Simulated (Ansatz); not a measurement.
# LaAs (model cell, started as zinc blende): from the cell to its phonons, part 2 of 3

Wanted: phonon frequencies of LaAs (model cell, started as zinc blende) and what follows from them.

Ansatz 0.2.0; DFT r2SCAN, scalar-relativistic, plane waves, PAW.

So far. Step 3 (Relaxing to small forces for the phonons): The forces vanish by symmetry and the pressure is 0.009 GPa, within the tolerances set. The cell now holds 39.30 Å³/atom. The relaxed cell has a = 6.800 Å (conventional setting).

The structure was built from a prototype and need not be the compound's stable phase.

## (4) Zone-centre response

The zone centre comes first: it holds the modes that light can see, as far as symmetry allows. The response to a homogeneous field gives the Born charges and the dielectric tensor.

Contents of input.yaml:

```yaml
crystal:
  lattice:
    - [0.0, 3.399941309, 3.399941309]
    - [3.399941309, 0.0, 3.399941309]
    - [3.399941309, 3.399941309, 0.0]
  atoms:
    - { symbol: La, position: [0.0, 0.0, 0.0] }
    - { symbol: As, position: [0.25, 0.25, 0.25] }
kpoints:
  mp_grid: { grid: [8, 8, 8] }
hamiltonian:
  xc: r2scan
scf:
  occupations: { method: fixed }
output:
  eigenvalues: true
phonons:
  method: dfpt
  dielectric: true
  rigid_motions: translations
```

On the command line:

```bash
$ ansatz run input.yaml --threads 4 --pin off --max-ram 7168MiB --backend cpu --events-out ev --progress --plain --runs-dir out
```

Numbers of over 12 decimals in the logs are rounded to 6 here.

The log of the run:

```text
[...]
Crystal: 2 atoms, lattice volume = 78.604 Å³
Basis set: ecut = 500 eV, 1989 PW (Γ), exchange–correlation on 180×180×180 points (125 copies of the dense FFT grid, shifted against one another)
Bands: 17, of which v1, the nominal top of the filled ones, is band 13 counted from 1 (12 counted from 0)
Symmetry: 24 space group operations
k-points: 95 of 512 (irreducible under 4 space group operations, time reversal used)
[...]
SCF iter   1: F=—  HF=-11131.909299 eV  |F-HF|=—  |Δ(HF+E_count)|=         —  Δρ=8.18e-3  dr2=1.09e-1  dr2_τ=8.00e-3  ethr=1.77e-3  ⟨swp⟩=3.7  Hψ=6287  notcnv=0  defer=89
[...]
SCF iter   8: F=-11131.908000 eV  HF=-11131.908000 eV  |F-HF|=1.64e-11  |Δ(HF+E_count)|=  4.51e-10  Δρ=1.89e-7  dr2=1.38e-11  dr2_τ=2.09e-12  ethr=1.00e-12  ⟨swp⟩=7.4  Hψ=11129  notcnv=0
SCF 1 converged in 8 iterations: F = -11131.908000 eV  dr2 = 1.38e-11
[...]
DFPT response loops at Γ: preconditioner auto → none (the input reference at scf.mixing.eps_inf says where Resta's filter doesn't serve); β = 0.50; Broyden in place of MSR1
── the response to a field inside a basis, on 8×8×8 k-points: an SCF that follows is theirs, and a resumed run solves both again ──
Bands: 14, of which v1, the nominal top of the filled ones, is band 13 counted from 1 (12 counted from 0)
k-points: 60 of 512 (irreducible under 6 space group operations, time reversal used)
[...]
Eigensolver: Dense (60 Hₖ)
SCF iter   1: F=—  HF=-11131.904359 eV  |F-HF|=—  |Δ(HF+E_count)|=         —  Δρ=8.36e-5  dr2=8.77e-7  dr2_τ=1.20e-6  ethr=1.00e-1
[...]
SCF iter   3: F=-11131.904364 eV  HF=-11131.904364 eV  |F-HF|=5.56e-9  |Δ(HF+E_count)|=   9.81e-7  Δρ=7.58e-6  dr2=2.72e-8  dr2_τ=4.82e-9  ethr=8.15e-10
SCF 1 converged in 3 iterations: F = -11131.904364 eV  dr2 = 2.72e-8
[...]
SCF converged after 8 iterations
Free energy (F): -11131.908000 eV
[...]
Internal energy: -11131.908000 eV  (E = F + TS)
E sigma→0 (E₀):  -11131.908000 eV
Fermi energy:    6.006776 eV
[...]
--- Band table (eV; the first three rows and the last of 95) ---
  k-point 0: bands = [... 9 lower, -3.3321, 4.8105, 4.8105, 4.8105, 7.9664, 9.0792, 9.0792, 9.0792]
  k-point 1: bands = [... 9 lower, -3.2516, 4.7050, 4.8760, 4.8760, 8.2473, 8.9880, 8.9880, 9.0674]
  k-point 2: bands = [... 9 lower, -3.0659, 4.6157, 5.0261, 5.0261, 8.6211, 8.8764, 8.8764, 9.0491]
  k-point 94: bands = [... 9 lower, -2.6462, 4.8772, 5.0520, 6.0068, 7.6904, 8.8285, 8.9985, 9.0778]
--- Phonons (Γ-DFPT): 2 representative perturbations + reference, on 95 of 512 k-points (Σ response iterations 12) ---
  k mesh reduced under 4 symmetry operations, with k and −k counted as one. Each operation leaves every solved perturbation unchanged. A smaller set is not considered because the functional reads the kinetic-energy density
  ASR residual: 1.574e-4 → 0.000e0 eV/Å²; symmetrization residual: 4.724e-6 eV/Å²
  ASR residual per site (eV/Å²): 1.57e-4 2.43e-5
  Γ frequencies (cm⁻¹): 0.00 0.00 0.00 165.44 165.44 165.44
  ε∞ (high-frequency dielectric tensor):
        7.368134     0.000000    -0.000000
        0.000000     7.368134    -0.000000
       -0.000000    -0.000000     7.368134
  ε⁰ (static dielectric tensor: ions relaxed, cell fixed):
       12.082441     0.000000    -0.000000
        0.000000    12.082441     0.000000
       -0.000000     0.000000    12.082441
  ε⁰ − ε∞ (ionic part):
        4.714307    -0.000000    -0.000000
       -0.000000     4.714307     0.000000
       -0.000000     0.000000     4.714307
  softest optical mode at Γ: 165.44 cm⁻¹; the repairs (sum rule, projections) moved no ω² at Γ by more than (0.64 cm⁻¹)²
  Born effective charges Z* (e; rows j = field, columns β = displacement):
    site 0:
         3.16729   -0.00000   -0.00000
        -0.00000    3.16729    0.00000
         0.00000    0.00000    3.16729
    site 1:
        -3.16729    0.00000    0.00000
         0.00000   -3.16729   -0.00000
        -0.00000   -0.00000   -3.16729
  Z* charge neutrality: 2.102e-4 e pre-enforcement
  solved inside a basis spanned on kpoints, on 8×8×8 k-points, its susceptibility summed on 12×12×12: ε∞ is read to err by 2.5e-2, Z* by 1.6e-2 e (field_mesh: kpoints solves on kpoints); Z* is corrected for what the basis lacks
  optical modes at Γ without the LO–TO term, one row a degenerate level:
      ω (cm⁻¹)  modes    IR ((D/Å)²/amu)
        165.44      3            14.2657
  optical modes at Γ + LO–TO along q̂ = [1.0000, 0.0000, 0.0000]:
      ω (cm⁻¹)  modes    IR ((D/Å)²/amu)
        165.44      2             9.5105
        211.85      1             4.7552
  optical modes at Γ + LO–TO along q̂ = [0.0000, 1.0000, 0.0000]:
      ω (cm⁻¹)  modes    IR ((D/Å)²/amu)
        165.44      2             9.5105
        211.85      1             4.7552
  optical modes at Γ + LO–TO along q̂ = [0.0000, 0.0000, 1.0000]:
      ω (cm⁻¹)  modes    IR ((D/Å)²/amu)
        165.44      2             9.5105
        211.85      1             4.7552
```

Elapsed: 78 s, on 4 threads of Arm Neoverse V2, shared host; peak memory 2.2 GiB.

In the SCF lines HF is the Harris–Foulkes energy and dr2 the Hartree energy of the density residual, in eV; the loop may stop once dr2 is under the threshold and the program's other checks hold. Hψ counts applications of the Hamiltonian.

This step gave:

```
sum-rule residual before enforcement                    : 1.57e-4 eV/Å²
miss of the charge sum rule                             : 2.10e-4 e
estimated error of the dielectric tensor                : 0.02458
estimated error of the Born charges                     : 0.01567 e
point group                                             : -43m
highest optical mode at the zone centre (no LO-TO term) : 165.4 cm⁻¹
lowest optical zone-centre mode                         : 165.4 cm⁻¹
mean high-frequency dielectric constant                 : 7.368
largest Born charge (third of the trace)                : 3.167 e
mean static dielectric constant                         : 12.08
top of the zone-centre spectrum with the field          : 211.8 cm⁻¹
```

Without the LO-TO term. Patterns of degenerate modes are one choice out of their space. Modes at Γ, with each element's share of the kinetic energy:

```
mode  frequency (cm⁻¹)  symmetry  La %  As %
   1               0.0  acoustic    65    35
   2               0.0  acoustic    65    35
   3               0.0  acoustic    65    35
   4             165.4        T2    35    65
   5             165.4        T2    35    65
   6             165.4        T2    35    65
```

Displacements in mode 4 (165.4 cm⁻¹), the largest set to 1:
```
La1  0.00  0.00 -0.54
As2  0.00  0.00  1.00
```

Optical modes at the zone centre, without and with the macroscopic field of the longitudinal modes; each column is sorted by frequency, so a row need not hold one and the same mode. Modes with and without the field, by row:

```
rank among optical modes  no field (cm⁻¹)  q along (1, 0, 0) (cm⁻¹)
                       1            165.4                     165.4
                       2            165.4                     165.4
                       3            165.4                     211.8
```

Born charge (rows field, columns displacement) (e), principal values of the symmetric part by kind of site:

```
atom  atoms with these values    low  middle   high   mean
 La1                        1   3.17    3.17   3.17   3.17
 As2                        1  -3.17   -3.17  -3.17  -3.17
```

In full for La1:

```
3.17 0.00 0.00
0.00 3.17 0.00
0.00 0.00 3.17
```

High-frequency dielectric tensor:

```
7.37 0.00 0.00
0.00 7.37 0.00
0.00 0.00 7.37
```

Static dielectric tensor (ions relaxed, fixed cell):

```
12.08  0.00  0.00
 0.00 12.08  0.00
 0.00  0.00 12.08
```

Transverse modes. Infrared lines, with heights relative to the strongest:

```
position (cm⁻¹)  label  relative intensity
            165     T2                 100
```

Before it was imposed, the acoustic sum rule was missed by 1.6e-4 eV/Å² and the charge sum rule by 2.1e-4 e. Small misses are needed for a sound result but don't prove that mesh and cutoff are converged. The lowest optical mode is real, 165 cm⁻¹.

(Continued in part 3 of 3.)

[Logs are printed without paths, hosts, clocks, repeated set-up lines and the standing remarks that a program may print on its own settings, such as how far it seeks lower states.]

[Hosts, paths, dates, database ids (printed as entryN), source tags and the programs' standing remarks are cut or masked in the printed files.]
